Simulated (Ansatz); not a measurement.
# Lattice dynamics of SnAu2 (built on the sites of a database entry of HfAu2)

How does SnAu2 (built on the sites of a database entry of HfAu2) vibrate, and is this structure a minimum?

Program: Ansatz 0.2.0. Level of theory: DFT PBEsol, scalar-relativistic, plane waves, PAW. Results are calculated unless marked as measured.

The structure was built from a prototype and need not be the compound's stable phase.

### 1. The structure

It takes space group I4/mmm (No. 139, tetragonal). The conventional cell has a = 3.275 Å, b = 3.275 Å, c = 8.048 Å, α = 90.00°, β = 90.00°, γ = 90.00°. Nearest to Sn lie 10 Au at 2.68 Å. Au has 5 Au at 2.67 to 2.69 Å and 5 Sn at 2.68 Å nearest. Farther neighbours are not listed.

Structure file:

```cif
data_structure
_symmetry_space_group_name_H-M 'I4/mmm'
_symmetry_Int_Tables_number 139
_cell_length_a 3.2753
_cell_length_b 3.2753
_cell_length_c 8.0481
_cell_angle_alpha 90.000
_cell_angle_beta 90.000
_cell_angle_gamma 90.000
_cell_volume 86.34
loop_
_atom_site_label
_atom_site_type_symbol
_atom_site_symmetry_multiplicity
_atom_site_Wyckoff_symbol
_atom_site_fract_x
_atom_site_fract_y
_atom_site_fract_z
_atom_site_occupancy
Sn1 Sn 2 a 0.00000 0.00000 0.00000 1
Au1 Au 4 e 0.50000 0.50000 0.16735 1
```

### 2. Rough relaxation

The start is far from rest, so a relaxation with loose tolerances brings it close first.

Contents of input.yaml:

```yaml
crystal:
  lattice:
    - [-1.63764, 1.63764, 4.02404]
    - [1.63764, -1.63764, 4.02404]
    - [1.63764, 1.63764, -4.02404]
  atoms:
    - { symbol: Sn, position: [0.0, 0.0, 0.0] }
    - { symbol: Au, position: [0.66735012, 0.66735012, 0.0] }
    - { symbol: Au, position: [0.33264988, 0.33264988, 0.0] }
kpoints:
  mp_grid: { grid: [8, 8, 8] }
hamiltonian:
  xc: pbesol
scf:
  occupations: { method: gaussian, width: 0.1 }
output:
  forces: true
  stress: true
  eigenvalues: true
relax:
  adjacent_minimum: "off"
  f_tol: 0.05
  max_steps: 80
  cell: { stress_tol: 0.5 }
```

On the command line:

```bash
$ ansatz run input.yaml --threads 8 --pin off --max-ram 14336MiB --backend cpu --events-out ev --progress --plain --runs-dir out
```

Numbers of over 12 decimals in the logs are rounded to 6 here.

The log of the run:

```text
The last accepted step is kept in <dir> (removed where the run ends without a failure and the disk answers)
[...]
F+E_penalty+E_count = -31964.29205971 eV   max|allowed force component| = 2.453e-3 eV/Å   (the final SCF, on the basis selected at the relaxed cell)
  cell:  # Å, volume = 58.2042 Å³
    - [-1.866919, 1.866919, 4.174878]
    - [1.866919, -1.866919, 4.174878]
    - [1.866919, 1.866919, -4.174878]
  atoms:
    - { symbol: Sn, position: [0, 0, 0] }
    - { symbol: Au, position: [0.667701, 0.667701, 0] }
    - { symbol: Au, position: [0.332299, 0.332299, 0] }
[key lines of the parts left out:]
SCF converged after 5 iterations
Free energy (F): -31964.292060 eV
Fermi energy:    17.295535 eV
P = ⅓ Tr σ = 0.1655 GPa (1.655 kbar)
```

Wall time 5.2 s (8 threads of Intel Xeon Platinum 8488C (Sapphire Rapids), shared host); peak memory 0.55 GiB; 30 s of CPU time.

Relaxation path:

```
step  energy less that of the first step (eV)  largest force component (eV/Å)  pressure (GPa)  volume (Å³)
   1                                   0.0000                          0.0080           75.45        43.17
   2                                  -1.9176                          0.0095           26.80        49.57
   3                                  -2.3979                          0.0102            9.08        53.99
   4                                  -2.4957                          0.0136           -3.46        59.24
   5                                  -2.5170                          0.0214           -1.47        58.32
   6                                  -2.5212                          0.0012            0.13        57.60
  7*                                  -2.5490                          0.0042            0.97        57.60
   8                                  -2.5523                          0.0025            0.17        58.20
  9*                                  -2.5525                          0.0025            0.17        58.20
```

Relaxation steps marked * repeat the geometry before them on a plane-wave basis chosen anew for their cell, so energy and pressure can jump there.

The run keeps the 16 symmetry operations that it works with, so distortions that break them were not tested.

```
     cell as run  before   after   change
           a (Å)   4.643   4.940   +6.4 %
           b (Å)   4.643   4.940   +6.4 %
           c (Å)   4.643   4.940   +6.4 %
           α (°)  138.69  135.59   -2.2 %
           β (°)  138.69  135.59   -2.2 %
           γ (°)   59.84   64.62   +8.0 %
volume (Å³/atom)   14.39   19.40  +34.8 %
```

The relaxed structure:

```xyz
3
Lattice="-1.8669 1.8669 4.1749 1.8669 -1.8669 4.1749 1.8669 1.8669 -4.1749" Properties=species:S:1:pos:R:3 pbc="T T T"
Sn    0.0000    0.0000    0.0000
Au    0.0000    0.0000    5.5751
Au    0.0000    0.0000    2.7746
```

Numbers from this step:

| Property | Result |
| --- | --- |
| pressure | 0.1655 GPa |
| volume per atom | 19.40 Å³ |
| gap on the k-mesh | 0 eV |

In this step the volume went from 14.39 to 19.40 Å³/atom.

### 3. Relaxation

The cell and atoms are relaxed, since residual forces and stress would shift the frequencies.

input.yaml, the sections that differ from step 2:

```yaml
crystal:
  lattice:
    - [-1.8669187895, 1.8669187895, 4.1748776562]
    - [1.8669187895, -1.8669187895, 4.1748776562]
    - [1.8669187895, 1.8669187895, -4.1748776562]
  atoms:
    - { symbol: Sn, position: [0.0, 0.0, 0.0] }
    - { symbol: Au, position: [0.6677007702, 0.6677007702, 0.0] }
    - { symbol: Au, position: [0.3322992298, 0.3322992298, 0.0] }
kpoints:
  mp_grid: { grid: [16, 16, 16] }
relax:
  adjacent_minimum: "off"
  f_tol: 0.005
  max_steps: 80
  cell: { stress_tol: 0.05 }
# hamiltonian, scf, output: as in step 2
```

The log of the run:

```text
[...]
Crystal: 3 atoms, lattice volume = 58.204 Å³
Basis set: ecut = 420 eV, 1161 PW (Γ), exchange–correlation on 72×72×72 points (8 copies of the dense FFT grid, shifted against one another)
Bands: 32, of which v1, the nominal top of the filled ones, is band 26 counted from 1 (25 counted from 0)
Symmetry: 16 space group operations
[...]
k-points: 349 of 4096
[...]
--- Relaxed structure (4 steps of the walk, 4 accepted, 1 SCFs on fresh bases) ---
[...]
cell:  # Å, volume = 58.1887 Å³
    - [-1.856200, 1.856200, 4.222107]
    - [1.856200, -1.856200, 4.222107]
    - [1.856200, 1.856200, -4.222107]
  atoms:
    - { symbol: Sn, position: [0, 0, 0] }
    - { symbol: Au, position: [0.668079, 0.668079, 0] }
    - { symbol: Au, position: [0.331921, 0.331921, 0] }
[key lines of the parts left out:]
SCF converged after 5 iterations
Free energy (F): -31964.301757 eV
Fermi energy:    17.348604 eV
P = ⅓ Tr σ = 0.0137 GPa (0.137 kbar)
```

Wall time 12 s (8 threads); peak memory 0.9 GiB; 87 s of CPU time.

Relaxation path:

```
step  energy less that of the first step (eV)  largest force component (eV/Å)  pressure (GPa)  volume (Å³)
   1                                   0.0000                          0.0431            0.41        58.20
   2                                  -0.0022                          0.0488           -0.51        58.53
   3                                  -0.0032                          0.0205            0.05        58.17
   4                                  -0.0033                          0.0028            0.02        58.19
  5*                                  -0.0033                          0.0027            0.01        58.19
```

Relaxation steps marked * repeat the geometry before them on a plane-wave basis chosen anew for their cell, so energy and pressure can jump there.

The run keeps the 16 symmetry operations that it works with, so distortions that break them were not tested.

```
conventional cell, symmetrised  before  after  change
                         a (Å)   3.734  3.712  -0.6 %
                         b (Å)   3.734  3.712  -0.6 %
                         c (Å)   8.350  8.444  +1.1 %
              volume (Å³/atom)   19.40  19.40  -0.0 %
```

The relaxed structure:

```cif
data_structure
_symmetry_space_group_name_H-M 'P 1'
_symmetry_Int_Tables_number 1
_cell_length_a 4.9716
_cell_length_b 4.9716
_cell_length_c 4.9716
_cell_angle_alpha 136.154
_cell_angle_beta 136.154
_cell_angle_gamma 63.742
_cell_volume 58.19
loop_
_atom_site_label
_atom_site_type_symbol
_atom_site_fract_x
_atom_site_fract_y
_atom_site_fract_z
_atom_site_occupancy
Sn1 Sn 0.00000 0.00000 0.00000 1
Au2 Au 0.66808 0.66808 0.00000 1
Au3 Au 0.33192 0.33192 0.00000 1
```

This step gave:

```yaml
pressure: 0.01367 GPa
```

In this step the volume went from 19.40 to 19.40 Å³/atom.

### 4. Relaxing to small forces for the phonons

Phonons need a cell at rest on their own settings, so the relaxation is repeated with tight tolerances on forces and stress on the k mesh and occupations of the first response run.

Contents of input.yaml:

```yaml
crystal:
  lattice:
    - [-1.8562000127, 1.8562000127, 4.2221065321]
    - [1.8562000127, -1.8562000127, 4.2221065321]
    - [1.8562000127, 1.8562000127, -4.2221065321]
  atoms:
    - { symbol: Sn, position: [0.0, 0.0, 0.0] }
    - { symbol: Au, position: [0.6680791496, 0.6680791496, 0.0] }
    - { symbol: Au, position: [0.3319208504, 0.3319208504, 0.0] }
kpoints:
  mp_grid: { grid: [16, 16, 16] }
hamiltonian:
  xc: pbesol
scf:
  occupations: { method: methfessel_paxton, width: 0.2 }
output:
  forces: true
  stress: true
  eigenvalues: true
relax:
  adjacent_minimum: "off"
  f_tol: 0.001
  max_steps: 60
  cell: { stress_tol: 0.01 }
```

The log of the run:

```text
[...]
Crystal: 3 atoms, lattice volume = 58.189 Å³
Basis set: ecut = 420 eV, 1147 PW (Γ), exchange–correlation on 72×72×72 points (8 copies of the dense FFT grid, shifted against one another)
Bands: 32, of which v1, the nominal top of the filled ones, is band 26 counted from 1 (25 counted from 0)
Symmetry: 16 space group operations
[...]
k-points: 349 of 4096
[...]
--- Relaxed structure (3 steps of the walk, 3 accepted, 1 SCFs on fresh bases) ---
[...]
cell:  # Å, volume = 58.1844 Å³
    - [-1.855766, 1.855766, 4.223768]
    - [1.855766, -1.855766, 4.223768]
    - [1.855766, 1.855766, -4.223768]
  atoms:
    - { symbol: Sn, position: [0, 0, 0] }
    - { symbol: Au, position: [0.668049, 0.668049, 0] }
    - { symbol: Au, position: [0.331951, 0.331951, 0] }
[key lines of the parts left out:]
SCF converged after 5 iterations
Free energy (F): -31964.299779 eV
Fermi energy:    17.350415 eV
P = ⅓ Tr σ = 0.0003 GPa (0.003 kbar)
```

Wall time 10 s (8 threads); peak memory 0.89 GiB.

Little changed from the start: no atom moved by 0.005 Å and no cell edge by 0.1 %.

Numbers from this step:

```yaml
pressure: 3.06e-4 GPa
volume_per_atom: 19.39 Å³
```

The largest force component left is 0.17 meV/Å and the pressure is 0.000 GPa, within the tolerances set. The cell now holds 19.39 Å³/atom.

### 5. Linear response at the zone centre

The zone centre comes first: it holds the modes that light can see, as far as symmetry allows. No field response is asked, since the mesh shows no gap.

input.yaml, the sections that differ from step 4:

```yaml
crystal:
  lattice:
    - [-1.8557664721, 1.8557664721, 4.2237681773]
    - [1.8557664721, -1.8557664721, 4.2237681773]
    - [1.8557664721, 1.8557664721, -4.2237681773]
  atoms:
    - { symbol: Sn, position: [0.0, 0.0, 0.0] }
    - { symbol: Au, position: [0.6680494542, 0.6680494542, 0.0] }
    - { symbol: Au, position: [0.3319505458, 0.3319505458, 0.0] }
output:
  eigenvalues: true
phonons:
  method: dfpt
# kpoints, hamiltonian, scf: as in step 4
# relax: removed
```

The log of the run:

```text
zone centre: on kpoints.mp_grid the ground state, and the responses unless they are solved on pairs of k-points, stand on 621 of the mesh's 4096 k-points, reduced under 4 symmetry operations, with k and −k counted as one. Each operation leaves every solved displacement unchanged or reverses it
[...]
Crystal: 3 atoms, lattice volume = 58.184 Å³
Basis set: ecut = 420 eV, 1147 PW (Γ), exchange–correlation on 72×72×72 points (8 copies of the dense FFT grid, shifted against one another)
Bands: 32, of which v1, the nominal top of the filled ones, is band 26 counted from 1 (25 counted from 0)
Symmetry: 16 space group operations
k-points: 621 of 4096 (irreducible under 4 space group operations, time reversal used)
[...]
SCF iter   1: F=—  HF=-31964.303756 eV  |F-HF|=—  |Δ(HF+E_count)|=         —  Δρ=4.64e-3  dr2=1.09e-2  ethr=1.77e-3  ⟨swp⟩=5.9  Hψ=75555  notcnv=0  defer=4
[...]
SCF iter  10: F=-31964.299779 eV  HF=-31964.299779 eV  |F-HF|=3.64e-12  |Δ(HF+E_count)|=  3.64e-12  S|Δr|=    0.00e0  Δρ=3.42e-8  dr2=5.79e-13  ethr=1.00e-12  ⟨swp⟩=9.4  Hψ=98817  notcnv=0
SCF 1 converged in 10 iterations: F = -31964.299779 eV  dr2 = 5.79e-13
[...]
DFPT response loops at Γ: preconditioner auto → Kerker (q_TF=auto, 2.678 Å⁻¹) (partly filled bands, converged f_vac=0.000); β = 1.00, the filter's whole step (`scf.mixing.beta` (0.50) is not read by the response loops under this deck's `scf.mixing.preconditioner`; to damp them name `kerker` or `kerker_dos`, under which they read `scf.mixing.beta`, and type it under 1.00, their step now; both keys bind the ground state too); Broyden in place of MSR1
SCF converged after 10 iterations
[...]
Free energy (F): -31964.299779 eV
[...]
Internal energy: -31964.300195 eV  (E = F + TS)
E sigma→0 (E₀):  -31964.299883 eV
Entropy (-TS):   0.000416 eV (0.139 meV/atom)
Fermi energy:    17.350414 eV
[...]
--- Band table (eV; the first three rows and the last of 621) ---
  k-point 0: bands = [... 22 lower, 13.2802, 14.1873, 16.8286, 18.9354, 21.2167, 21.2167, 21.2551, 22.4570, ... 2 higher]
  k-point 1: bands = [... 22 lower, 13.3379, 14.2144, 16.9831, 18.9987, 19.8002, 20.9527, 21.1803, 22.7313, ... 2 higher]
  k-point 2: bands = [... 22 lower, 13.4578, 14.2777, 17.3498, 18.5700, 19.1589, 19.9900, 20.3874, 22.1440, ... 2 higher]
  k-point 620: bands = [... 22 lower, 13.7422, 14.0693, 14.1310, 17.8853, 17.8853, 20.3508, 24.8031, 25.1999, ... 2 higher]
--- Phonons (Γ-DFPT): 4 representative perturbations + reference, on 621 of 4096 k-points (Σ response iterations 12) ---
  k mesh reduced under 4 symmetry operations, with k and −k counted as one. Each operation leaves every solved displacement unchanged or reverses it
  ASR residual: 7.224e-5 → 0.000e0 eV/Å²; symmetrization residual: 9.263e-6 eV/Å²
  ASR residual per site (eV/Å²): 1.33e-5 7.22e-5 7.22e-5
  Γ frequencies (cm⁻¹): 0.00 0.00 0.00 72.79 72.79 75.83 75.83 120.92 138.87
  non-analytic LO–TO correction: not included (Born effective charges unavailable; polar crystals: no LO–TO splitting at Γ)
```

The job ended after 56 s (8 threads; peak memory 3.2 GiB; 6.3 min of CPU time).

Numbers from this step:

* sum-rule residual before enforcement: 7.22e-5 eV/Å²
* point group: 4/mmm
* highest optical mode at the zone centre (no LO-TO term): 138.9 cm⁻¹
* lowest optical zone-centre mode: 72.79 cm⁻¹

Patterns of degenerate modes are one choice out of their space. The modes at Γ (shares of kinetic energy by element, %):

```
mode  frequency (cm⁻¹)  symmetry  Sn %  Au %
   1               0.0  acoustic    23    77
   2               0.0  acoustic    23    77
   3               0.0  acoustic    23    77
   4              72.8        Eu    77    23
   5              72.8        Eu    77    23
   6              75.8        Eg     0   100
   7              75.8        Eg     0   100
   8             120.9       A1g     0   100
   9             138.9       A2u    77    23
```

Displacements in mode 4 (72.8 cm⁻¹), the largest set to 1:
```
Sn1  0.00  1.00  0.00
Au2  0.00 -0.30  0.00
Au3  0.00 -0.30  0.00
```

Displacements in mode 7 (75.8 cm⁻¹), the largest set to 1:
```
Sn1  0.00  0.00  0.00
Au2  0.07  1.00  0.00
Au3 -0.07 -1.00  0.00
```

Before it was imposed, the acoustic sum rule was missed by 7.2e-5 eV/Å². Small misses are needed for a sound result but don't prove that mesh and cutoff are converged. The lowest optical mode is real, 72.8 cm⁻¹.

[end of part 1 of 2]

[Logs are printed without paths, hosts, clocks, repeated set-up lines and the standing remarks that a program may print on its own settings, such as how far it seeks lower states.]

[Hosts, paths, dates, database ids (printed as entryN), source tags and the programs' standing remarks are cut or masked in the printed files.]
